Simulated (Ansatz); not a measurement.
**Changed inputs in constrained RPA: KRhO3 (cubic perovskite) (Pm-3m)**

Aim: hold the target of a cRPA run on KRhO3 (cubic perovskite) (Pm-3m) and move one thing at a time.

Method: constrained RPA on LDA, plane waves, PAW, in Ansatz 0.2.0.

This is a report of a sequence of runs, with most program output left out.

The structure was built from a prototype and need not be the compound's stable phase.

## 1. Set-up

Symmetry: Pm-3m, No. 221, cubic system. Conventional cell: a = 3.833 Å, b = 3.833 Å, c = 3.833 Å, α = 90.00°, β = 90.00°, γ = 90.00°. K has 12 O at 2.71 Å nearest. Nearest to Rh lie 6 O at 1.92 Å. Nearest to O lie 2 Rh at 1.92 Å and 4 K at 2.71 Å. Farther neighbours and most contacts between anions are not listed.

The structure was relaxed with LDA. The structure type comes from a generator and need not be one that this composition takes. The structure was generated from a model, not taken from a measurement. The runs that relaxed it are not among those shown. The program's search for lower electronic states was switched off, so nothing shows that the state found is the lowest. The default PAW set here is soft_2. Its files were made with PBE.

## 2. Base: Rh d + anion p, bands v11 to c3, 4×4×4 mesh, medium accuracy

Constrained RPA screens the interaction with every transition except those inside the target bands, which a later many-body model would treat itself.

input.yaml

```yaml
crystal:
  lattice:
    - [-3.83294265, 0.0, 0.0]
    - [0.0, 0.0, -3.83294265]
    - [0.0, -3.83294265, 0.0]
  atoms:
    - { symbol: K, position: [0.0, 0.0, 0.0] }
    - { symbol: Rh, position: [0.5, 0.5, 0.5] }
    - { symbol: O, position: [0.5, 0.5, 0.0] }
    - { symbol: O, position: [0.5, 0.0, 0.5] }
    - { symbol: O, position: [0.0, 0.5, 0.5] }
kpoints:
  mp_grid: { grid: [8, 8, 8] }
hamiltonian:
  xc: lda
scf:
  occupations: { method: gaussian, width: 0.08 }
  n_extra_bands: 19
  max_iter: 150
  lower_state_search: "off"
output:
  crpa:
    kmesh: [4, 4, 4]
    target_bands: [v11, c3]
    projections: [{ species: Rh, l: d, shell: 4 }, { species: O, l: p, shell: 2 }]
  local_orbitals:
    kmesh: [8, 8, 8]
    orbitals: [{ species: Rh, l: d, shell: 4 }, { species: O, l: p, shell: 2 }]
    window: { bands: [v11, c3] }
    seedname: lo
```

On the command line:

```console
> ansatz run input.yaml --threads 4 --pin off --max-ram 9216MiB --backend cpu --events-out ev --progress --plain --runs-dir out
```

It took 2.3 min on 4 threads of Arm Neoverse V2, shared host; peak memory 0.67 GiB; 8.7 min of CPU time.

This step gave:

| Item | Value |
| --- | --- |
| U | 9.266 eV |
| U prime (inter-orbital) | 8.151 eV |
| J | 0.5557 eV |
| bare V | 18.16 eV |
| bare J | 0.7039 eV |
| stated bound on U | 0.01844 eV |
| U over bare V | 0.5104 |
| electrons in the window | 22 |
| head of the constrained inverse dielectric matrix | 0.4266 |
| least eigenvalue of the projection's overlap | 0.7757 |
| target functions | 14 |
| bands in the sums | 50 |
| r.m.s. miss of the model bands | 1.62e-4 eV |
| width of the target bands | 14.04 eV |
| weight of the projected orbitals in the window | 0.9480 |

On the Rh d shell, screening brings the on-site interaction from 18.2 eV down to U = 9.27 eV.

## 3. Changed: 2×2×2 mesh

input.yaml, the sections that differ from step 2:

```yaml
output:
  crpa:
    kmesh: [2, 2, 2]
    target_bands: [v11, c3]
    projections: [{ species: Rh, l: d, shell: 4 }, { species: O, l: p, shell: 2 }]
# crystal, kpoints, hamiltonian, scf: as in step 2
```

Elapsed: 12 s, on 4 threads; peak memory 0.56 GiB; 42 s of CPU time.

Numbers from this step:

- U: 9.333 eV
- U prime (inter-orbital): 8.210 eV
- J: 0.5588 eV
- bare V: 18.31 eV
- bare J: 0.7076 eV
- stated bound on U: 0.01580 eV
- U over bare V: 0.5098
- electrons in the window: 22.00
- head of the constrained inverse dielectric matrix: 0.4108
- least eigenvalue of the projection's overlap: 0.7757
- target functions: 14
- bands in the sums: 50
- width of the target bands: 14.04 eV
- weight of the projected orbitals in the window: 0.9480

On the Rh d shell, screening brings the on-site interaction from 18.3 eV down to U = 9.33 eV.

## 4. Changed: accuracy high

Changes to input.yaml since step 3:

```diff
@@ -22,4 +22,5 @@
   crpa:
-    kmesh: [2, 2, 2]
+    kmesh: [4, 4, 4]
     target_bands: [v11, c3]
     projections: [{ species: Rh, l: d, shell: 4 }, { species: O, l: p, shell: 2 }]
+    accuracy: high
```

Elapsed: 4.3 min, on 4 threads; peak memory 0.74 GiB.

This step gave:

```
U                                                 : 9.269 eV
U prime (inter-orbital)                           : 8.153 eV
J                                                 : 0.5558 eV
bare V                                            : 18.16 eV
bare J                                            : 0.7039 eV
stated bound on U                                 : 0.001022 eV
U over bare V                                     : 0.5105
electrons in the window                           : 22
head of the constrained inverse dielectric matrix : 0.4267
least eigenvalue of the projection's overlap      : 0.7757
target functions                                  : 14
bands in the sums                                 : 50
width of the target bands                         : 14.04 eV
weight of the projected orbitals in the window    : 0.9480
```

On the Rh d shell, screening brings the on-site interaction from 18.2 eV down to U = 9.27 eV.

## 5. Changed: smooth pair densities

Changes to input.yaml since step 4:

```diff
@@ -25,2 +25,2 @@
     projections: [{ species: Rh, l: d, shell: 4 }, { species: O, l: p, shell: 2 }]
-    accuracy: high
+    pair_densities: pseudo
```

It took 2.1 min on 4 threads; peak memory 0.58 GiB; 7.9 min of CPU time.

Numbers from this step:

```
U                                                 : 9.303 eV
U prime (inter-orbital)                           : 8.152 eV
J                                                 : 0.5735 eV
bare V                                            : 18.16 eV
bare J                                            : 0.7039 eV
stated bound on U                                 : 0.01630 eV
U over bare V                                     : 0.5124
electrons in the window                           : 22
head of the constrained inverse dielectric matrix : 0.4269
least eigenvalue of the projection's overlap      : 0.7757
target functions                                  : 14
bands in the sums                                 : 50
width of the target bands                         : 14.04 eV
weight of the projected orbitals in the window    : 0.9480
```

On the Rh d shell, screening brings the on-site interaction from 18.2 eV down to U = 9.30 eV.

## 6. Changed: sums without a band count

Changes to input.yaml since step 5:

```diff
@@ -25,2 +25,2 @@
     projections: [{ species: Rh, l: d, shell: 4 }, { species: O, l: p, shell: 2 }]
-    pair_densities: pseudo
+    accuracy: sum_over_states
```

It took 0.09 s on 4 threads; peak memory 0.087 GiB.

The input was rejected at the start.

The program's message: “Error: 2 input errors — fix all and re-run”

The fault put into this input: sums without a band count.

## 7. Changed: volume +3 %

The cell differs from the one that the last finished run ended in (a 3.833 → 3.871 Å, b 3.833 → 3.871 Å, c 3.833 → 3.871 Å).

input.yaml, the sections that differ from step 6:

```yaml
crystal:
  lattice:
    - [-3.8708950455, 0.0, 0.0]
    - [0.0, 0.0, -3.8708950455]
    - [0.0, -3.8708950455, 0.0]
  atoms:
    - { symbol: K, position: [0.0, 0.0, 0.0] }
    - { symbol: Rh, position: [0.5, 0.5, 0.5] }
    - { symbol: O, position: [0.5, 0.5, 0.0] }
    - { symbol: O, position: [0.5, 0.0, 0.5] }
    - { symbol: O, position: [0.0, 0.5, 0.5] }
output:
  crpa:
    kmesh: [4, 4, 4]
    target_bands: [v11, c3]
    projections: [{ species: Rh, l: d, shell: 4 }, { species: O, l: p, shell: 2 }]
  local_orbitals:
    kmesh: [8, 8, 8]
    orbitals: [{ species: Rh, l: d, shell: 4 }, { species: O, l: p, shell: 2 }]
    window: { bands: [v11, c3] }
    seedname: lo
# kpoints, hamiltonian, scf: as in step 6
```

Elapsed: 2.3 min, on 4 threads; peak memory 0.68 GiB; 8.6 min of CPU time.

Numbers from this step:

- U: 9.317 eV
- U prime (inter-orbital): 8.200 eV
- J: 0.5564 eV
- bare V: 18.16 eV
- bare J: 0.7046 eV
- stated bound on U: 0.01898 eV
- U over bare V: 0.5131
- electrons in the window: 22.00
- head of the constrained inverse dielectric matrix: 0.4313
- least eigenvalue of the projection's overlap: 0.7871
- target functions: 14
- bands in the sums: 50
- r.m.s. miss of the model bands: 1.18e-4 eV
- width of the target bands: 13.52 eV
- weight of the projected orbitals in the window: 0.9504

On the Rh d shell, screening brings the on-site interaction from 18.2 eV down to U = 9.32 eV.

## 8. Changed: potentials

input.yaml, the sections that differ from step 7:

```yaml
crystal:
  lattice:
    - [-3.83294265, 0.0, 0.0]
    - [0.0, 0.0, -3.83294265]
    - [0.0, -3.83294265, 0.0]
  atoms:
    - { symbol: K, position: [0.0, 0.0, 0.0] }
    - { symbol: Rh, position: [0.5, 0.5, 0.5] }
    - { symbol: O, position: [0.5, 0.5, 0.0] }
    - { symbol: O, position: [0.5, 0.0, 0.5] }
    - { symbol: O, position: [0.0, 0.5, 0.5] }
hamiltonian:
  xc: lda
  pseudopotentials: { kind: paw, source: ansatz }
output:
  crpa:
    kmesh: [4, 4, 4]
    target_bands: [v11, c3]
    projections: [{ species: Rh, l: d, shell: 4 }, { species: O, l: p, shell: 2 }]
# kpoints, scf: as in step 7
```

It took 6.8 min on 4 threads; peak memory 1.2 GiB.

This step gave:

| Property | Result |
| --- | --- |
| U | 9.257 eV |
| U prime (inter-orbital) | 8.147 eV |
| J | 0.5525 eV |
| bare V | 18.15 eV |
| bare J | 0.7032 eV |
| stated bound on U | 0.02689 eV |
| U over bare V | 0.5101 |
| electrons in the window | 22.00 |
| head of the constrained inverse dielectric matrix | 0.4266 |
| least eigenvalue of the projection's overlap | 0.7720 |
| target functions | 14 |
| bands in the sums | 50 |
| width of the target bands | 14.04 eV |
| weight of the projected orbitals in the window | 0.9495 |

On the Rh d shell, screening brings the on-site interaction from 18.1 eV down to U = 9.26 eV.

## 9. Side by side

Times are wall times on 4 threads of Arm Neoverse V2, shared host, good to a factor of about two.

| run | bare V (eV) | U (eV) | J (eV) | bound on U (eV) | width (eV) | time |
| --- | --- | --- | --- | --- | --- | --- |
| target window | 18.16 | 9.266 | 0.556 | 0.0184 | 14.04 | 2.3 min |
| 2×2×2 mesh | 18.31 | 9.333 | 0.559 | 0.0158 | 14.04 | 12 s |
| accuracy high | 18.16 | 9.269 | 0.556 | 0.0010 | 14.04 | 4.3 min |
| smooth pair densities | 18.16 | 9.303 | 0.573 | 0.0163 | 14.04 | 2.1 min |
| volume +3 % | 18.16 | 9.317 | 0.556 | 0.0190 | 13.52 | 2.3 min |
| potentials | 18.15 | 9.257 | 0.553 | 0.0269 | 14.04 | 6.8 min |

## 10. Summary of results

```json
{
  "target window": "U 9.27 eV, J 0.56 eV",
  "2×2×2 mesh": "U 9.33 eV, J 0.56 eV",
  "accuracy high": "U 9.27 eV, J 0.56 eV",
  "smooth pair densities": "U 9.30 eV, J 0.57 eV",
  "volume +3 %": "U 9.32 eV, J 0.56 eV",
  "potentials": "U 9.26 eV, J 0.55 eV"
}
```

In words: 2×2×2 mesh moves U by +0.07 eV at 0.090 times the time. Accuracy high moves U by +0.003 eV (within the solver's bounds, for the mean over orbitals). Smooth pair densities moves U by +0.04 eV. Volume +3 % moves U by +0.05 eV. Potentials moves U by −0.01 eV (within the solver's bounds, for the mean over orbitals) at 3.0 times the time. The printed bound covers the solver alone, not the mesh, and no denser mesh than the base was run. The parent state is non-magnetic and the interaction static (zero frequency); U depends on the window and the orbitals, so it belongs to this model alone. A window that holds the anion p bands defines a model with explicit ligands; its U belongs to that model and is not the U of DFT+U.

[Paths, hosts, dates, memory and timing lines, banners, echoed tables and standing remarks are left out of the program output.]

[Logs are printed without paths, hosts, clocks, repeated set-up lines and the standing remarks that a program may print on its own settings, such as how far it seeks lower states.]

[Runs of the session that timed out or met a known fault of the program may be left out.]

[Hosts, paths, dates, database ids (printed as entryN), source tags and the programs' standing remarks are cut or masked in the printed files.]
